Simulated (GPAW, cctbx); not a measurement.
# What do these deviations say about the bonding?

Li2RuS2, P4_2/mcm (no. 132), a = 5.7612 Å, b = 5.7612 Å, c = 5.6075 Å, α = 90.00°, β = 90.00°, γ = 90.00°.

| atom | mult. | x | y | z |
| --- | --- | --- | --- | --- |
| Ru1 | 2 | 1/2 | 1/2 | 3/4 |
| S1 | 4 | 0.2733 | 0.7267 | 1/2 |
| Li1 | 4 | 1/2 | 0 | 1/4 |

The cell comes from substitution in a known structure type and wasn't matched to any measured phase.

Absolute values of the static structure factors of the conventional cell from DFT (PBE, GPAW) against free spherical atoms, in electrons:

| hkl | d (Å) | free atoms | crystal |
| --- | --- | --- | --- |
| 100 | 5.761 | 91.40 | 91.70 |
| 110 | 4.074 | 71.96 | 71.49 |
| 111 | 3.296 | 49.10 | 49.78 |
| 200 | 2.881 | 34.86 | 34.49 |
| 002 | 2.804 | 32.79 | 32.44 |
| 210 | 2.576 | 64.44 | 64.08 |
| 102 | 2.521 | 63.75 | 63.64 |
| 211 | 2.341 | 12.29 | 12.45 |
| 112 | 2.310 | 60.54 | 60.44 |
| 220 | 2.037 | 108.47 | 107.92 |

**Question.** Which way does charge move, and which reflections show it best?

Project each element's phase sum on the total phase. |F| rises if density moves to atoms that scatter in phase and falls if it moves to atoms that scatter against it; the rule is for low angles, since changes of shape take over beyond. Where all elements are in phase the terms compete, and the compactness of the donor's and the acceptor's density matters too.

| hkl | Ru in phase | S in phase | Li in phase | change (e) | (%) |
| --- | --- | --- | --- | --- | --- |
| 100 | +2.0 | +0.6 | 0.0 | +0.30 | +0.3 |
| 110 | +2.0 | +0.1 | -4.0 | -0.47 | -0.7 |
| 111 | 0.0 | +3.9 | 0.0 | +0.68 | +1.4 |
| 200 | +2.0 | -3.8 | +4.0 | -0.37 | -1.1 |
| 002 | +2.0 | -4.0 | +4.0 | -0.35 | -1.1 |
| 210 | +2.0 | -0.6 | 0.0 | -0.36 | -0.6 |
| 102 | +2.0 | -0.6 | 0.0 | -0.11 | -0.2 |
| 211 | 0.0 | +1.1 | 0.0 | +0.15 | +1.2 |

Low-angle reflections that set elements apart and change by more than 0.05 e: 100, 110, 111, 200, 002, 210, 102 and 211. The signs fit a gain of density on S and a loss on Ru and Li, apart from 100 and 110. The best witness is 111, +1.4 %, where S enters with +3.9. The real-space density agrees: Voronoi charges Ru +0.15, S -0.18, Li +0.11 e. The shortest bond, Ru–S, has Δρ = +0.09 e/Å³ at its midpoint, a covalent bond charge.
